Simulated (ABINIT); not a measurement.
# TiO2 (Anatase): a self-consistent loop beyond G0W0, cycle by cycle, part 2 of 2

Aim: iterate the self-energy on TiO2 (Anatase) and follow the gap from cycle to cycle.

ABINIT 10.8.3; LDA and many-body steps on it, plane waves. Known limits of the many-body steps: not at the basis limit.

So far. Step 3 (Screening, 4×4×4 mesh, 117 bands, screening to 106.1 eV): Local fields lower ε∞ by 4 %. Step 4 (G0W0): The gap on the mesh goes from 2.09 eV to 3.74 eV, a correction of +1.65 eV.

### 5. evGW0, cycle 1

This step: evGW0 on LDA, plane waves, norm-conserving pseudopotentials.

run.abi reads:

```
acell 3*1.0 Angstrom
rprim 
  -1.892100000000 1.892100000000 4.757300000000
  1.892100000000 -1.892100000000 4.757300000000
  1.892100000000 1.892100000000 -4.757300000000
ntypat 2
znucl 22 8
natom 6
typat 1 1 2 2 2 2
xred 
  0.000000000000 0.000000000000 0.000000000000
  0.750000000000 0.250000000000 0.500000000000
  0.208100000000 0.208100000000 0.000000000000
  0.958100000000 0.458100000000 0.500000000000
  0.541900000000 0.041900000000 0.500000000000
  0.791900000000 0.791900000000 0.000000000000
pp_dirpath "pseudos"
pseudos "Ti.upf, O.upf"
ecut 38
ngkpt 4 4 4
nshiftk 1
shiftk 0 0 0
kptopt 1
chksymbreak 0
istwfk *1
occopt 1
irdwfk 1
optdriver 4
nband 117
gwcalctyp 10
ecutsigx 38
symsigma 1
nkptgw 13
kptgw 
  0.0000000000 0.0000000000 0.0000000000
  0.2500000000 0.0000000000 0.0000000000
  0.5000000000 0.0000000000 0.0000000000
  0.2500000000 0.2500000000 0.0000000000
  0.5000000000 0.2500000000 0.0000000000
  -0.2500000000 0.2500000000 0.0000000000
  0.5000000000 0.5000000000 0.0000000000
  0.2500000000 0.2500000000 0.2500000000
  -0.2500000000 0.2500000000 0.2500000000
  0.5000000000 0.5000000000 0.2500000000
  -0.2500000000 0.5000000000 0.2500000000
  -0.2500000000 -0.2500000000 0.2500000000
  0.5000000000 0.5000000000 0.5000000000
bdgw 
  13 30
  13 30
  13 30
  13 30
  13 30
  13 30
  13 30
  13 30
  13 30
  13 30
  13 30
  13 30
  13 30
ecuteps 3.9
irdscr 1
ppmodel 1
indata_prefix "in"
outdata_prefix "out"
tmpdata_prefix "tmp"
```

The run is started by

```sh
$ OMP_NUM_THREADS=1 mpirun -n 4 abinit run.abi > log
```

Numbers of over 12 decimals in the logs are rounded to 6 here.

Log:

```text
.Version 10.8.3 of ABINIT. v10.8.2 released Aug 2026.

 Symmetries : space group I4_1/a m d (#141); Bravais tI (body-center tetrag.)
[... echo of the input left out ...]
== DATASET  1 ==================================================================
-   mpi_nproc: 4, omp_nthreads: 1 (-1 if OMP is not activated)

--- !DatasetInfo
iteration_state: {dtset: 1, }
dimensions: {natom: 6, nkpt: 13, mband: 117, nsppol: 1, nspinor: 1, nspden: 1, mpw: 5174, }
cutoff_energies: {ecut:  38.0, pawecutdg:  -1.0, }
electrons: {nelect:   4.80000000E+01, charge:   0.00000000E+00, occopt:   1.00000000E+00, tsmear:   1.00000000E-02, }

 SIGMA: Calculation of the GW corrections

 Based on a program developped by R.W. Godby, V. Olevano, G. Onida, and L. Reining.
 Incorporated in ABINIT by V. Olevano, G.-M. Rignanese, and M. Torrent.
.Using double precision arithmetic ; gwpc =  8

[... cell and pseudopotentials left out ...]
--------------------------------------------------------------------------------

 ==== K-mesh for the wavefunctions ====
 Number of points in the irreducible wedge :    13
[... list of points left out ...]
 Together with 16 symmetry operations and time-reversal symmetry
 yields    64 points in the full Brillouin Zone.

 ==== Q-mesh for screening function ====
 Number of points in the irreducible wedge :    13
[... list of points left out ...]
 Together with 16 symmetry operations and time-reversal symmetry
 yields    64 points in the full Brillouin Zone.

 vcoul_init : cutoff-mode = AUXILIARY_FUNCTION
 q-points for optical limit:   1
     1)      0.000010    0.000020    0.000030
 setmesh: FFT mesh size selected  =    72x   72x   72
          total number of points  =       373248

 Number of electrons calculated from density =   48.0000; Expected =   48.0000
[...]
spin       : 1
KS_gap     :    2.398
QP_gap     :    4.074
Delta_QP_KS:    1.677
data: !SigmaeeData |
     Band     E_DFT   <VxcDFT>   E(N-1)  <Hhartree>   SigX  SigC[E(N-1)]    Z     dSigC/dE  Sig[E(N)]  DeltaE  E(N)_pert E(N)_diago
[...]
--- !SelfEnergy_ee
iteration_state: {dtset: 1, }
kpoint     : [   0.500,    0.500,    0.500, ]
spin       : 1
KS_gap     :    2.551
QP_gap     :    4.268
Delta_QP_KS:    1.717
data: !SigmaeeData |
     Band     E_DFT   <VxcDFT>   E(N-1)  <Hhartree>   SigX  SigC[E(N-1)]    Z     dSigC/dE  Sig[E(N)]  DeltaE  E(N)_pert E(N)_diago
[...]
29     7.943   -21.008     7.943    28.951   -13.653    -5.121     0.761    -0.313   -19.307     1.701     9.644    10.178
       30     7.943   -21.008     7.943    28.951   -13.653    -5.121     0.761    -0.313   -19.307     1.701     9.644    10.178

 New Fermi energy :        2.136141E-01 Ha ,    5.812735E+00 eV

 === QP Band Gaps ===
  >>>> For spin  1
   Minimum direct gap =   4.5285 [eV], located at k-point      :  -0.2500 -0.2500  0.2500
   Fundamental gap    =   4.1832 [eV], Top of valence bands at :   0.5000  0.5000  0.0000
                                       Bottom of conduction at :   0.0000  0.0000  0.0000

 writing QP data on file : out_QPS

 Convergence of QP corrections
 >>>>> For spin  1 <<<<<
.  kptgw no:  1; Maximum DeltaE = (  -0.147   0.000) for band index: 14
.  kptgw no:  2; Maximum DeltaE = (  -0.284   0.003) for band index: 16
.  kptgw no:  3; Maximum DeltaE = (  -0.121   0.001) for band index: 16
[...]
.  kptgw no: 12; Maximum DeltaE = (  -0.083   0.002) for band index: 15
.  kptgw no: 13; Maximum DeltaE = (  -0.160   0.005) for band index: 15

== END DATASET(S) ==============================================================
================================================================================

 -outvars: echo values of variables after computation  --------
           etotal      0.0000000000E+00
            nband         117
             nkpt          13
          spgroup         141
 [... the other variables as echoed above ...]

 Calculation completed.
```

Elapsed: 24 min, on 4 MPI ranks of Arm Neoverse V1, shared host; peak memory 14 GiB.

This step gave:

```
quasiparticle gap on the mesh                         : 4.183 eV
gap of the density functional on the mesh             : 2.087 eV
k of the valence top                                  : 0.5, 0.5, 0
k of the conduction bottom                            : 0, 0, 0
Z at the valence top                                  : 0.765
Z at the conduction bottom                            : 0.788
least direct quasiparticle gap on the computed points : 4.528 eV
```

Against G0W0 in ABINIT (4×4×4 mesh, 117 bands, screening to 106.1 eV, Godby-Needs plasmon pole), the gap moves by +0.443 eV. This first cycle still uses the starting levels; it takes the full correction, at all points of the mesh, and its linearised value is 3.740 eV.

### 6. evGW0, cycle 2

The corrected levels of the last cycle go back in.

run.abi: that of step 5 with these lines changed.

```diff
@@ -64,2 +64,3 @@
 ppmodel 1
+irdqps 1
 indata_prefix "in"
```

Log:

```text
.Version 10.8.3 of ABINIT. v10.8.2 released Aug 2026.

 Symmetries : space group I4_1/a m d (#141); Bravais tI (body-center tetrag.)
[... echo of the input left out ...]
== DATASET  1 ==================================================================
-   mpi_nproc: 4, omp_nthreads: 1 (-1 if OMP is not activated)

--- !DatasetInfo
iteration_state: {dtset: 1, }
dimensions: {natom: 6, nkpt: 13, mband: 117, nsppol: 1, nspinor: 1, nspden: 1, mpw: 5174, }
cutoff_energies: {ecut:  38.0, pawecutdg:  -1.0, }
[...]
.  kptgw no:  3; Maximum DeltaE = (   0.033   0.004) for band index: 15
[...]
.  kptgw no: 12; Maximum DeltaE = (   0.062   0.015) for band index: 17
.  kptgw no: 13; Maximum DeltaE = (   0.063   0.012) for band index: 17

== END DATASET(S) ==============================================================
================================================================================

 -outvars: echo values of variables after computation  --------
           etotal      0.0000000000E+00
            nband         117
             nkpt          13
          spgroup         141
 [... the other variables as echoed above ...]

 Calculation completed.
```

The job ended after 25 min (4 MPI ranks; peak memory 14 GiB).

This step gave:

| Item | Value |
| --- | --- |
| quasiparticle gap on the mesh | 4.073 eV |
| gap of the density functional on the mesh | 2.087 eV |
| k of the valence top | 0.5, 0.5, 0 |
| k of the conduction bottom | 0, 0, 0 |
| least direct quasiparticle gap on the computed points | 4.418 eV |

Against the cycle before, the gap moves by −0.110 eV.

### 7. evGW0, cycle 3

run.abi is that of step 6.

Log:

```text
.Version 10.8.3 of ABINIT. v10.8.2 released Aug 2026.

 Symmetries : space group I4_1/a m d (#141); Bravais tI (body-center tetrag.)
[... echo of the input left out ...]
== DATASET  1 ==================================================================
-   mpi_nproc: 4, omp_nthreads: 1 (-1 if OMP is not activated)

--- !DatasetInfo
iteration_state: {dtset: 1, }
dimensions: {natom: 6, nkpt: 13, mband: 117, nsppol: 1, nspinor: 1, nspden: 1, mpw: 5174, }
cutoff_energies: {ecut:  38.0, pawecutdg:  -1.0, }
[...]
.  kptgw no:  3; Maximum DeltaE = (  -0.004   0.004) for band index: 15
[...]
.  kptgw no: 12; Maximum DeltaE = (  -0.001   0.001) for band index: 18
.  kptgw no: 13; Maximum DeltaE = (  -0.008   0.000) for band index: 17

== END DATASET(S) ==============================================================
================================================================================

 -outvars: echo values of variables after computation  --------
           etotal      0.0000000000E+00
            nband         117
             nkpt          13
          spgroup         141
 [... the other variables as echoed above ...]

 Calculation completed.
```

Elapsed: 24 min, on 4 MPI ranks; peak memory 14 GiB.

This step gave:

```
quasiparticle gap on the mesh                         : 4.071 eV
gap of the density functional on the mesh             : 2.087 eV
k of the valence top                                  : 0.5, 0.5, 0
k of the conduction bottom                            : 0, 0, 0
least direct quasiparticle gap on the computed points : 4.415 eV
```

Against the cycle before, the gap moves by −0.002 eV.

### 8. The runs together

Times are wall times on 4 MPI ranks of Arm Neoverse V1, shared host, good to a factor of about two. A run's time includes the screening step that it read.

```
           run   mesh  bands  screening cutoff (eV)  DFT gap (eV)  gap on the mesh (eV)  direct (eV)  ε∞ used    time
          G0W0  4×4×4    117                  106.1         2.087                 3.740        4.074     7.01  29 min
evGW0, cycle 1  4×4×4    117                  106.1         2.087                 4.183        4.528     7.01  51 min
evGW0, cycle 2  4×4×4    117                  106.1         2.087                 4.073        4.418     7.01  52 min
evGW0, cycle 3  4×4×4    117                  106.1         2.087                 4.071        4.415     7.01  51 min
```

### 9. Outcome

| Item | Value |
| --- | --- |
| G0W0 | 3.740 eV |
| evGW0, cycle 1 | 4.183 eV |
| evGW0, cycle 2 | 4.073 eV |
| evGW0, cycle 3 | 4.071 eV |
| known limits | not at the basis limit |

What this shows: Only the bands that the input lists are updated; the others, empty or deep, keep the functional's energies or take a rigid shift. evGW0 ends at 4.07 eV, +0.33 eV from G0W0, after 3 cycles that took 73 min beside the first screening; the last moved the gap by 0.002 eV. The first cycle of evGW0 takes the full correction, without the factor Z, so it overshoots the one-shot value. Against experiment, by evGW0, cycle 3: the gap of 4.07 eV lies +0.87 eV from the measured 3.2 eV (optical, 2022); the gap of 4.07 eV lies +0.77 eV from the measured 3.3 eV (optical, 2021); the direct gap of 4.41 eV lies +0.54 eV from the measured 3.87 eV (direct, 2023); the gap of 4.07 eV lies +0.90 eV from the measured 3.17 eV (kind not stated, 2020); the direct gap of 4.41 eV lies +0.43 eV from the measured 3.98 eV (electronic, quoted 2020). An exciton line or allowed optical edge lies below the quasiparticle gap by the binding energy; a forbidden edge can push the onset above it. These are gaps on the mesh, at modest bands and cutoff. The calculation has static nuclei and no excitons; a measured gap holds zero-point and thermal motion, which mostly lowers it. Bands and cutoff are finite, so the gap is not at the basis limit. The miss can reach some tenths of an eV and take either sign; the mesh is an error of its own.

[Paths, hosts, dates, memory and timing lines, banners, echoed tables and standing remarks are left out of the program output.]

[Logs are printed without paths, hosts, clocks, repeated set-up lines and the standing remarks that a program may print on its own settings, such as how far it seeks lower states.]

[Runs of the session that timed out or met a known fault of the program may be left out.]

[Hosts, paths, dates, database ids (printed as entryN), source tags and the programs' standing remarks are cut or masked in the printed files.]

[G0W0 gaps are taken among the corrected bands and points alone; a level outside them can change the order at an edge.]

[Where Ansatz stands beside ABINIT at settings called matched, ABINIT's density can come from a denser mesh and the files from another edition; pairs whose starting gaps differed by over 0.03 eV were left out, so agreement reads better than it is.]
